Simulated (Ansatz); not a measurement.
# What MgBe2 (built on the sites of a database entry of Ba2Cd) distorts into, part 2 of 2

Wanted: the energy along a soft mode of MgBe2 (built on the sites of a database entry of Ba2Cd) and the structure at the end.

Ansatz 0.2.0; DFT PBEsol, scalar-relativistic, plane waves, PAW.

So far, highest frequency on the path or at a solved wavevector (cm⁻¹): step 2 (the dispersion) 567. Also lowest frequency on the path (cm⁻¹): step 2 -205.

The structure was built from a prototype and need not be the compound's stable phase.

**5. Energy along the mode, all amplitudes (two of the runs are shown above)**

An imaginary frequency means negative curvature, so the energy should fall and then rise again as anharmonic terms take over.

This step gave:

- depth at the lowest point sampled: 16.03 meV/atom
- largest atomic shift at that point: 0.32 Å

Table of energy from the parent by largest atomic shift:

| largest atomic shift (Å) | energy from the parent (meV/atom) |
| --- | --- |
| 0.000 | 0 |
| 0.040 | -0.648 |
| 0.080 | -2.49 |
| 0.140 | -6.68 |
| 0.220 | -12.2 |
| 0.320 | -16.0 |
| 0.450 | 11.7 |

Displacement at unit largest shift by atom:

| atom | x (Å) | y (Å) | z (Å) | size |
| --- | --- | --- | --- | --- |
| Be1 | 0.707 | -0.707 | 0.000 | 1.000 |
| Be2 | -0.707 | 0.707 | 0.000 | 1.000 |
| Be3 | 0.707 | -0.707 | 0.000 | 1.000 |
| Be4 | -0.707 | 0.707 | 0.000 | 1.000 |
| Mg5 | 0.087 | -0.087 | 0.000 | 0.123 |
| Mg6 | -0.087 | 0.087 | 0.000 | 0.123 |

The lowest of the steps tried is at 0.32 Å, 16.0 meV/atom below the parent; the bottom of the well need not coincide with a step.

**6. Relaxation from the frozen mode**

Starting from the lowest point found, all atoms and the cell are let go, so that strain and other modes of the same symmetry can join in.

input.yaml reads:

```yaml
crystal:
  lattice:
    - [2.7736619316, 2.7736619316, 0.0]
    - [-2.7736619316, 2.7736619316, 0.0]
    - [-1.3868309658, 1.3868309658, 4.7111559481]
  atoms:
    - { symbol: Be, position: [0.5, 0.1169097988, 0.6030212463] }
    - { symbol: Be, position: [0.0, 0.7800689549, 0.6030212463] }
    - { symbol: Be, position: [0.5, 0.7199310451, 0.3969787537] }
    - { symbol: Be, position: [0.0, 0.3830902012, 0.3969787537] }
    - { symbol: Mg, position: [0.5, 0.4899715405, 0.0] }
    - { symbol: Mg, position: [0.0, 0.0100284595, 0.0] }
kpoints:
  mp_grid: { grid: [8, 8, 8] }
hamiltonian:
  xc: pbesol
scf:
  occupations: { method: methfessel_paxton, width: 0.15 }
output:
  forces: true
  stress: true
  eigenvalues: true
relax:
  adjacent_minimum: "off"
  f_tol: 0.002
  max_steps: 120
  cell: { stress_tol: 0.03 }
```

The run is started by

```sh
$ ansatz run input.yaml --threads 4 --pin off --max-ram 7168MiB --backend cpu --events-out ev --progress --plain --runs-dir out
```

Numbers of over 12 decimals in the logs are rounded to 6 here.

The program printed:

```text
[...]
Crystal: 6 atoms, lattice volume = 72.488 Å³
Basis set: ecut = 420 eV, 1445 PW (Γ), exchange–correlation on 54×54×72 points (8 copies of the dense FFT grid, shifted against one another)
Bands: 20, of which v1, the nominal top of the filled ones, is band 14 counted from 1 (13 counted from 0)
Symmetry: 8 space group operations
[...]
k-points: 105 of 512
[...]
SCF iter   1: F=—  HF=-4183.739031 eV  |F-HF|=—  |Δ(HF+E_count)|=         —  Δρ=2.24e-3  dr2=4.48e-3  ethr=1.77e-3  ⟨swp⟩=5.5  Hψ=10043  notcnv=0
[...]
SCF iter   6: F=-4183.736166 eV  HF=-4183.736166 eV  |F-HF|=3.94e-9  |Δ(HF+E_count)|=   1.41e-7  S|Δr|=    0.00e0  Δρ=3.34e-6  dr2=4.73e-9  ethr=3.57e-10  ⟨swp⟩=6.8  Hψ=8196  notcnv=0
SCF 1 converged in 6 iterations: F = -4183.736166 eV  dr2 = 4.73e-9
[...]
relax step   1: F+E_penalty+E_count = -4183.73616623 eV  Δ(F+E_penalty+E_count) = +0.000e0 eV  max|allowed force component| = 5.150e-1 eV/Å  Δτ_max = 0.0000 Å  P = +1.305 GPa  Ω = 72.488 Å³  (6 SCF iters, dr2 threshold 1.00e-7 eV, accepted)
Crystal: 6 atoms, lattice volume = 73.270 Å³
Basis set: ecut = 420 eV, 1449 PW (Γ), exchange–correlation on 54×54×72 points (8 copies of the dense FFT grid, shifted against one another)
[...]
SCF iter   6: F=-4184.105471 eV  HF=-4184.105471 eV  |F-HF|=1.83e-8  |Δ(HF+E_count)|=   2.47e-7  S|Δr|=    0.00e0  Δρ=4.80e-6  dr2=2.72e-8  ethr=2.14e-9  ⟨swp⟩=5.7  Hψ=8961  notcnv=0
SCF 2 converged in 6 iterations: F = -4184.105471 eV  dr2 = 2.72e-8
relax step   2: F+E_penalty+E_count = -4184.10547122 eV  Δ(F+E_penalty+E_count) = -3.693e-1 eV  max|allowed force component| = 3.693e-1 eV/Å  Δτ_max = 0.0619 Å  P = +0.195 GPa  Ω = 73.270 Å³  energy of the carried Pulay correction = -6.859e-5 eV  (6 SCF iters, dr2 threshold 6.00e-7 eV, accepted)
Crystal: 6 atoms, lattice volume = 73.523 Å³
Basis set: ecut = 420 eV, 1469 PW (Γ), exchange–correlation on 54×54×72 points (8 copies of the dense FFT grid, shifted against one another)
[...]
SCF iter   5: F=-4184.430004 eV  HF=-4184.430005 eV  |F-HF|=2.61e-7  |Δ(HF+E_count)|=   3.35e-6  S|Δr|=    0.00e0  Δρ=2.00e-5  dr2=4.29e-7  ethr=2.14e-9  ⟨swp⟩=4.4  Hψ=10683  notcnv=0
SCF 3 converged in 5 iterations: F = -4184.430004 eV  dr2 = 4.29e-7
relax step   3: F+E_penalty+E_count = -4184.43000435 eV  Δ(F+E_penalty+E_count) = -3.245e-1 eV  max|allowed force component| = 1.568e-1 eV/Å  Δτ_max = 0.1173 Å  P = +0.074 GPa  Ω = 73.523 Å³  energy of the carried Pulay correction = -9.058e-5 eV  (5 SCF iters, dr2 threshold 6.00e-7 eV, accepted)
[... from here on, the SCF cycles and remarks between the steps are left out ...]
relax step   4: F+E_penalty+E_count = -4184.47376962 eV  Δ(F+E_penalty+E_count) = -4.377e-2 eV  max|allowed force component| = 2.228e-1 eV/Å  Δτ_max = 0.0890 Å  P = +0.266 GPa  Ω = 74.427 Å³  energy of the carried Pulay correction = -1.686e-4 eV  (5 SCF iters, dr2 threshold 6.00e-7 eV, accepted)
relax step   5: F+E_penalty+E_count = -4184.48597603 eV  Δ(F+E_penalty+E_count) = -1.221e-2 eV  max|allowed force component| = 7.059e-2 eV/Å  Δτ_max = 0.0443 Å  P = -0.046 GPa  Ω = 74.261 Å³  energy of the carried Pulay correction = -1.544e-4 eV  (5 SCF iters, dr2 threshold 6.00e-7 eV, accepted)
relax step   6: F+E_penalty+E_count = -4184.48807502 eV  Δ(F+E_penalty+E_count) = -2.099e-3 eV  max|allowed force component| = 2.781e-3 eV/Å  Δτ_max = 0.0102 Å  P = -0.020 GPa  Ω = 74.281 Å³  energy of the carried Pulay correction = -1.561e-4 eV  (4 SCF iters, dr2 threshold 3.11e-7 eV, accepted)
relax step   7: F+E_penalty+E_count = -4184.48808083 eV  Δ(F+E_penalty+E_count) = -5.810e-6 eV  max|allowed force component| = 1.988e-3 eV/Å  Δτ_max = 0.0012 Å  P = +0.010 GPa  Ω = 74.240 Å³  energy of the carried Pulay correction = -1.526e-4 eV  (3 SCF iters, dr2 threshold 1.15e-8 eV, accepted)
relax step   8: F+E_penalty+E_count = -4184.48808850 eV  Δ(F+E_penalty+E_count) = -7.671e-6 eV  max|allowed force component| = 2.819e-4 eV/Å  Δτ_max = 0.0006 Å  P = +0.001 GPa  Ω = 74.254 Å³  energy of the carried Pulay correction = -1.538e-4 eV  (3 SCF iters, dr2 threshold 7.88e-9 eV, accepted)
relax step   9: F+E_penalty+E_count = -4184.48943869 eV  Δ(F+E_penalty+E_count) = -1.350e-3 eV  max|allowed force component| = 3.379e-4 eV/Å  Δτ_max = 0.0000 Å  P = +0.028 GPa  Ω = 74.254 Å³  stress off target by 8.66e-2 GPa  SCF on the basis re-selected at this cell (its energy is not comparable with the rows above)  (5 SCF iters)
relax step  10: F+E_penalty+E_count = -4184.48944574 eV  Δ(F+E_penalty+E_count) = -7.054e-6 eV  max|allowed force component| = 1.542e-4 eV/Å  Δτ_max = 0.0001 Å  P = +0.004 GPa  Ω = 74.276 Å³  energy of the carried Pulay correction = -2.026e-6 eV  (3 SCF iters, dr2 threshold 1.88e-8 eV, accepted)
[...]
SCF iter   4: F=-4184.489448 eV  HF=-4184.489448 eV  |F-HF|=5.46e-12  |Δ(HF+E_count)|=  2.55e-11  S|Δr|=    0.00e0  Δρ=2.08e-7  dr2=1.92e-11  ethr=1.00e-12  ⟨swp⟩=5.1  Hψ=7718  notcnv=0
SCF 11 converged in 4 iterations: F = -4184.489448 eV  dr2 = 1.92e-11
relax step  11: F+E_penalty+E_count = -4184.48944814 eV  Δ(F+E_penalty+E_count) = -2.396e-6 eV  max|allowed force component| = 1.498e-4 eV/Å  Δτ_max = 0.0000 Å  P = +0.004 GPa  Ω = 74.276 Å³  stress off target by 6.51e-3 GPa  SCF on the basis re-selected at this cell (its energy is not comparable with the rows above)  (4 SCF iters)
[...]
SCF converged after 4 iterations
[...]
Free energy (F): -4184.489448 eV
[...]
Internal energy: -4184.492125 eV  (E = F + TS)
E sigma→0 (E₀):  -4184.490117 eV
Entropy (-TS):   0.002677 eV (0.446 meV/atom)
Fermi energy:    6.708483 eV
[...]
--- Forces (eV/Å), atoms counted from 1 ---
  atom   1  Be    -0.00012810     0.00012810    -0.00006260
  atom   2  Be     0.00012810    -0.00012810    -0.00006260
  atom   3  Be    -0.00012810     0.00012810     0.00006260
  atom   4  Be     0.00012810    -0.00012810     0.00006260
  atom   5  Mg     0.00014978    -0.00014978     0.00000000
  atom   6  Mg    -0.00014978     0.00014978     0.00000000
  max |Σ_I F_I| component: 3.47e-18 eV/Å
--- Stress (GPa, compression-positive) ---
        0.003247      -0.001446       0.000000
       -0.001446       0.003247       0.000000
        0.000000       0.000000       0.006514
  P = ⅓ Tr σ = 0.0043 GPa (0.043 kbar)
--- Band table (eV; the first three rows and the last of 105) ---
  k-point 0: bands = [... 10 lower, 4.5218, 4.6664, 4.6768, 5.1144, 7.0997, 7.6412, 8.8475, 11.7630, ... 2 higher]
  k-point 1: bands = [... 10 lower, 4.3557, 4.5647, 4.7197, 6.0634, 7.4833, 7.8774, 8.9146, 11.3091, ... 2 higher]
  k-point 2: bands = [... 10 lower, 4.0916, 4.3575, 4.8307, 7.4877, 8.4463, 8.5562, 9.1097, 10.5208, ... 2 higher]
  k-point 104: bands = [... 10 lower, 2.2364, 2.2364, 4.3163, 4.3163, 7.6923, 7.6923, 9.2807, 9.2807, ... 2 higher]
--- Relaxed structure (9 steps of the walk, 9 accepted, 2 SCFs on fresh bases) ---
  F+E_penalty+E_count = -4184.48944814 eV   max|allowed force component| = 1.498e-4 eV/Å   (the final SCF, on the basis selected at the relaxed cell)
  cell:  # Å, volume = 74.2759 Å³
    - [2.651783, 2.651783, 0.0]
    - [-3.106874, 3.106874, 0.0]
    - [-1.553437, 1.553437, 4.507713]
  atoms:
    - { symbol: Be, position: [0.500000, 0.102332, 0.559950] }
    - { symbol: Be, position: [0.0, 0.837718, 0.559950] }
    - { symbol: Be, position: [0.500000, 0.662282, 0.440050] }
    - { symbol: Be, position: [0.0, 0.397668, 0.440050] }
    - { symbol: Mg, position: [0.500000, 0.494052, -4.909548017761026e-19] }
    - { symbol: Mg, position: [-1.3010426069826053e-18, 0.00594765, -4.909548017761026e-19] }
```

Wall time 23 s (4 threads of Arm Neoverse V2, shared host); peak memory 0.45 GiB.

Step by step:

| step | energy less that of the first step (eV) | largest force component (eV/Å) | pressure (GPa) | volume (Å³) |
| --- | --- | --- | --- | --- |
| 1 | 0.0000 | 0.5150 | 1.31 | 72.49 |
| 2 | -0.3693 | 0.3693 | 0.19 | 73.27 |
| 3 | -0.6938 | 0.1568 | 0.07 | 73.52 |
| 4 | -0.7376 | 0.2228 | 0.27 | 74.43 |
| 5 | -0.7498 | 0.0706 | -0.05 | 74.26 |
| 6 | -0.7519 | 0.0028 | -0.02 | 74.28 |
| 7 | -0.7519 | 0.0020 | 0.01 | 74.24 |
| 8 | -0.7519 | 0.0003 | 0.00 | 74.25 |
| 9* | -0.7533 | 0.0003 | 0.03 | 74.25 |
| 10 | -0.7533 | 0.0002 | 0.00 | 74.28 |
| 11* | -0.7533 | 0.0001 | 0.00 | 74.28 |

Relaxation steps marked * repeat the geometry before them on a plane-wave basis chosen anew for their cell, so energy and pressure can jump there.

The run keeps the 8 symmetry operations that it works with, so distortions that break them were not tested.

| cell as run | before | after | change |
| --- | --- | --- | --- |
| a (Å) | 3.923 | 3.750 | -4.4 % |
| b (Å) | 3.923 | 4.394 | +12.0 % |
| c (Å) | 5.103 | 5.015 | -1.7 % |
| α (°) | 67.40 | 64.02 | -5.0 % |
| volume (Å³/atom) | 12.08 | 12.38 | +2.5 % |

The atoms that moved most (Å, as changes of fractional coordinates times the final cell):

| atom | dx | dy | dz | length |
| --- | --- | --- | --- | --- |
| Be1 | 0.112 | -0.112 | -0.194 | 0.251 |
| Be2 | -0.112 | 0.112 | -0.194 | 0.251 |
| Be3 | 0.112 | -0.112 | 0.194 | 0.251 |
| Be4 | -0.112 | 0.112 | 0.194 | 0.251 |
| Mg5 | -0.013 | 0.013 | 0.000 | 0.018 |
| Mg6 | 0.013 | -0.013 | 0.000 | 0.018 |

Final coordinates:

```xyz
6
Lattice="2.6518 2.6518 0.0000 -3.1069 3.1069 0.0000 -1.5534 1.5534 4.5077" Properties=species:S:1:pos:R:3 pbc="T T T"
Be    0.1381    2.5137    2.5241
Be   -3.4725    3.4725    2.5241
Be   -1.4153    4.0671    1.9836
Be   -1.9191    1.9191    1.9836
Mg   -0.2091    2.8608    0.0000
Mg   -0.0185    0.0185    0.0000
```

This step gave:

```
pressure        : 0.004336 GPa
volume per atom : 12.38 Å³
```

The distorted start has space group Cmcm; the relaxation ends in Cmcm.

**7. The new phase in its own primitive cell**

The relaxed structure is symmetrised, reduced to its primitive cell and relaxed tightly, as its phonons need.

input.yaml, the sections that differ from step 6:

```yaml
crystal:
  lattice:
    - [4.5077132757, -2.1968917854, 0.0]
    - [4.5077132757, 2.1968917854, 0.0]
    - [0.0, 0.0, 3.7501873065]
  atoms:
    - { symbol: Be, position: [0.087718231, 0.3523318838, 0.25] }
    - { symbol: Be, position: [0.3523318838, 0.087718231, 0.75] }
    - { symbol: Be, position: [0.6476681162, 0.912281769, 0.25] }
    - { symbol: Be, position: [0.912281769, 0.6476681162, 0.75] }
    - { symbol: Mg, position: [0.2559476491, 0.7440523509, 0.25] }
    - { symbol: Mg, position: [0.7440523509, 0.2559476491, 0.75] }
relax:
  adjacent_minimum: "off"
  f_tol: 0.001
  max_steps: 60
  cell: { stress_tol: 0.01 }
# kpoints, hamiltonian, scf, output: as in step 6
```

The program printed:

```text
[...]
Crystal: 6 atoms, lattice volume = 74.276 Å³
Basis set: ecut = 420 eV, 1465 PW (Γ), exchange–correlation on 72×72×54 points (8 copies of the dense FFT grid, shifted against one another)
Bands: 20, of which v1, the nominal top of the filled ones, is band 14 counted from 1 (13 counted from 0)
Symmetry: 8 space group operations
[...]
k-points: 105 of 512
[...]
- [4.5077132757, -2.1968917854, 0.0]
    - [4.5077132757, 2.1968917854, 0.0]
    - [0.0, 0.0, 3.7501873065]
  atoms:
    - { symbol: Be, position: [0.087718, 0.3523318838, 0.25] }
    - { symbol: Be, position: [0.3523318838, 0.087718, 0.750000] }
    - { symbol: Be, position: [0.647668, 0.912282, 0.25] }
    - { symbol: Be, position: [0.912282, 0.647668, 0.750000] }
    - { symbol: Mg, position: [0.2559476491, 0.7440523509, 0.25] }
    - { symbol: Mg, position: [0.7440523509, 0.2559476491, 0.750000] }
[key lines of the parts left out:]
SCF converged after 5 iterations
Free energy (F): -4184.489448 eV
Fermi energy:    6.708483 eV
P = ⅓ Tr σ = 0.0043 GPa (0.043 kbar)
```

Run time: 4.9 s. Hardware: 4 threads; peak memory 0.45 GiB.

Little changed from the start: no atom moved by 0.005 Å and no cell edge by 0.1 %.

Numbers from this step:

- pressure: 0.004335 GPa

The largest force component left is 0.21 meV/Å and the pressure is 0.004 GPa, within the tolerances set. The cell now holds 12.38 Å³/atom.

**8. Modes of the new phase, k-mesh 8×8×8**

A relaxed structure may still be a saddle point, so its zone-centre modes are computed. No field response is asked, since the mesh shows no gap.

input.yaml, as its differences from that of step 7:

```diff
@@ -19,9 +19,4 @@
 output:
-  forces: true
-  stress: true
   eigenvalues: true
-relax:
-  adjacent_minimum: "off"
-  f_tol: 0.001
-  max_steps: 60
-  cell: { stress_tol: 0.01 }
+phonons:
+  method: dfpt
```

The program printed:

```text
zone centre: on kpoints.mp_grid the ground state, and the responses unless they are solved on pairs of k-points, stand on 170 of the mesh's 512 k-points, reduced under 2 symmetry operations, with k and −k counted as one. Each operation leaves every solved displacement unchanged or reverses it
[...]
Crystal: 6 atoms, lattice volume = 74.276 Å³
Basis set: ecut = 420 eV, 1465 PW (Γ), exchange–correlation on 72×72×60 points (8 copies of the dense FFT grid, shifted against one another)
Bands: 20, of which v1, the nominal top of the filled ones, is band 14 counted from 1 (13 counted from 0)
Symmetry: 8 space group operations
k-points: 170 of 512 (irreducible under 2 space group operations, time reversal used)
[...]
SCF iter   1: F=—  HF=-4184.492433 eV  |F-HF|=—  |Δ(HF+E_count)|=         —  Δρ=2.34e-3  dr2=4.64e-3  ethr=1.77e-3  ⟨swp⟩=5.7  Hψ=16463  notcnv=0
[...]
SCF iter   8: F=-4184.489448 eV  HF=-4184.489448 eV  |F-HF|=1.82e-12  |Δ(HF+E_count)|=  1.15e-10  S|Δr|=    0.00e0  Δρ=5.30e-8  dr2=2.73e-12  ethr=1.00e-12  ⟨swp⟩=7.1  Hψ=17320  notcnv=0
SCF 1 converged in 8 iterations: F = -4184.489448 eV  dr2 = 2.73e-12
[...]
DFPT response loops at Γ: preconditioner auto → Kerker (q_TF=auto, 2.319 Å⁻¹) (partly filled bands, converged f_vac=0.000); β = 1.00, the filter's whole step (`scf.mixing.beta` (0.50) is not read by the response loops under this deck's `scf.mixing.preconditioner`; to damp them name `kerker` or `kerker_dos`, under which they read `scf.mixing.beta`, and type it under 1.00, their step now; both keys bind the ground state too); Broyden in place of MSR1
SCF converged after 8 iterations
[...]
Free energy (F): -4184.489448 eV
[...]
Internal energy: -4184.492125 eV  (E = F + TS)
E sigma→0 (E₀):  -4184.490117 eV
Entropy (-TS):   0.002677 eV (0.446 meV/atom)
Fermi energy:    6.708483 eV
[...]
--- Band table (eV; the first three rows and the last of 170) ---
  k-point 0: bands = [... 10 lower, 4.5218, 4.6664, 4.6768, 5.1144, 7.0997, 7.6412, 8.8475, 11.7630, ... 2 higher]
  k-point 1: bands = [... 10 lower, 3.8958, 4.6039, 4.6949, 5.2447, 7.2423, 7.7247, 9.7376, 10.6811, ... 2 higher]
  k-point 2: bands = [... 10 lower, 3.9073, 4.7581, 4.8621, 5.6285, 7.6708, 7.8597, 9.0383, 10.6880, ... 2 higher]
  k-point 169: bands = [... 10 lower, 2.4729, 2.4729, 4.6709, 4.6709, 8.3517, 8.3517, 11.6006, 11.6006, ... 2 higher]
--- Phonons (Γ-DFPT): 6 representative perturbations + reference, on 170 of 512 k-points (Σ response iterations 18) ---
  k mesh reduced under 2 symmetry operations, with k and −k counted as one. Each operation leaves every solved displacement unchanged or reverses it
  ASR residual: 2.289e-5 → 0.000e0 eV/Å²; symmetrization residual: 1.237e-6 eV/Å²
  ASR residual per site (eV/Å²): 1.09e-5 1.09e-5 1.09e-5 1.09e-5 2.29e-5 2.29e-5
  Γ frequencies (cm⁻¹): 0.00 0.00 0.00 84.60 174.04 195.28 284.99 295.84 377.49 383.15 395.39 415.06 470.54 482.93 534.33 545.54 552.90 638.97
  non-analytic LO–TO correction: not included (Born effective charges unavailable; polar crystals: no LO–TO splitting at Γ)
```

Wall time 39 s (4 threads); peak memory 1 GiB; 2.5 min of CPU time.

Numbers from this step:

- sum-rule residual before enforcement: 2.29e-5 eV/Å²
- point group: mmm
- highest optical mode at the zone centre (no LO-TO term): 639.0 cm⁻¹
- lowest optical zone-centre mode: 84.6 cm⁻¹

Patterns of degenerate modes are one choice out of their space. The modes at Γ (shares of kinetic energy by element, %):

| mode | frequency (cm⁻¹) | symmetry | Be % | Mg % |
| --- | --- | --- | --- | --- |
| 1 | 0.0 | acoustic | 43 | 57 |
| 2 | 0.0 | acoustic | 43 | 57 |
| 3 | 0.0 | acoustic | 43 | 57 |
| 4 | 84.6 | B2u | 65 | 35 |
| 5 | 174.0 | B1g | 21 | 79 |
| 6 | 195.3 | B1u | 57 | 43 |
| 7 | 285.0 | B3g | 0 | 100 |
| 8 | 295.8 | Ag | 29 | 71 |
| 9 | 377.5 | Ag | 72 | 28 |
| 10 | 383.1 | B1g | 82 | 18 |
| 11 | 395.4 | B3u | 61 | 39 |
| 12 | 415.1 | B2u | 93 | 7 |
| 13 | 470.5 | Au | 100 | 0 |
| 14 | 482.9 | B2g | 100 | 0 |
| 15 | 534.3 | B3u | 97 | 3 |
| 16 | 545.5 | B1g | 97 | 3 |
| 17 | 552.9 | Ag | 99 | 1 |
| 18 | 639.0 | B3g | 100 | 0 |

Displacements in mode 4 (84.6 cm⁻¹), the largest set to 1:
```
Be1  0.61 -1.00  0.00
Be2 -0.61 -1.00  0.00
Be3 -0.61 -1.00  0.00
Be4  0.61 -1.00  0.00
Mg5  0.00  0.74  0.00
Mg6  0.00  0.74  0.00
```

Displacements in mode 5 (174.0 cm⁻¹), the largest set to 1:
```
Be1  0.60 -0.02  0.00
Be2 -0.60 -0.02  0.00
Be3  0.60  0.02  0.00
Be4 -0.60  0.02  0.00
Mg5  1.00  0.00  0.00
Mg6 -1.00  0.00  0.00
```

Before it was imposed, the acoustic sum rule was missed by 2.3e-5 eV/Å². Small misses are needed for a sound result but don't prove that mesh and cutoff are converged. The lowest optical mode is real, 84.6 cm⁻¹.

**9. The phases reached**

The phases reached along the modes that were followed are set side by side.

Energies are those of the first relaxation, on the mesh of the frozen mode; space group, volume and gap are those of the last relaxation. Phases, by row:

| mode frozen in | space group | energy from parent (meV/atom) | volume (Å³/atom) | gap on mesh (eV) | lowest zone-centre optical mode (cm⁻¹) | largest shift (Å) |
| --- | --- | --- | --- | --- | --- | --- |
| parent | I4/mmm | 0 | 12.08 | 0 | – | – |
| q = (0, 0, -0.5), 205i cm⁻¹ | Cmce | -149.2 | 12.38 | 0 | -153.3 | 0.557 |
| q = (0, 0, -0.5), 195i cm⁻¹ | Cmcm | -141.7 | 12.38 | 0 | 84.6 | 0.552 |

**10. Outcome**

| Item | Value |
| --- | --- |
| unstable mode of the parent | q = (0, 0, -0.5), 195i cm⁻¹ |
| depth at the lowest point sampled | 16.0 meV/atom |
| largest atomic shift at that point | 0.32 Å |
| space group reached (within 0.01 Å) | Cmcm |
| energy gained over the parent (first relaxation, on the mesh of the frozen mode) | 142 meV/atom |
| volume per atom, phase reached | 12.4 Å³ |
| lowest optical zone-centre mode, phase reached | 84.6 cm⁻¹ |
| highest optical mode at the zone centre (no LO-TO term), phase reached | 639 cm⁻¹ |

Along this mode the structure falls into Cmcm, 142 meV/atom below the parent. At the parent's cell the well is 16.03 meV/atom deep on the steps tried, with its lowest point at a shift of 0.32 Å. Relaxing atoms and cell changes the gain by +125.68 meV/atom against the lowest step (energies at zero smearing). Most of the total comes from this relaxation. The new phase has no imaginary mode at the zone centre of its cell; other wavevectors were not checked. Of the 2 patterns followed to their end from this parent, this one ends 7.47 meV/atom above the lowest, Cmce. Each path keeps the symmetry of its pattern, so a lower phase may lie along a pattern not tried. The q mesh stands for a supercell only 5.5 Å across, so branches between the solved wavevectors are rough. With no gap, or one that is small against the smearing, the frequencies hang on the k mesh and the smearing, most of all near Kohn anomalies. The starting cell was built on a prototype and not taken from a measurement, so the phase need not exist.

[Logs are printed without paths, hosts, clocks, repeated set-up lines and the standing remarks that a program may print on its own settings, such as how far it seeks lower states.]

[Hosts, paths, dates, database ids (printed as entryN), source tags and the programs' standing remarks are cut or masked in the printed files.]
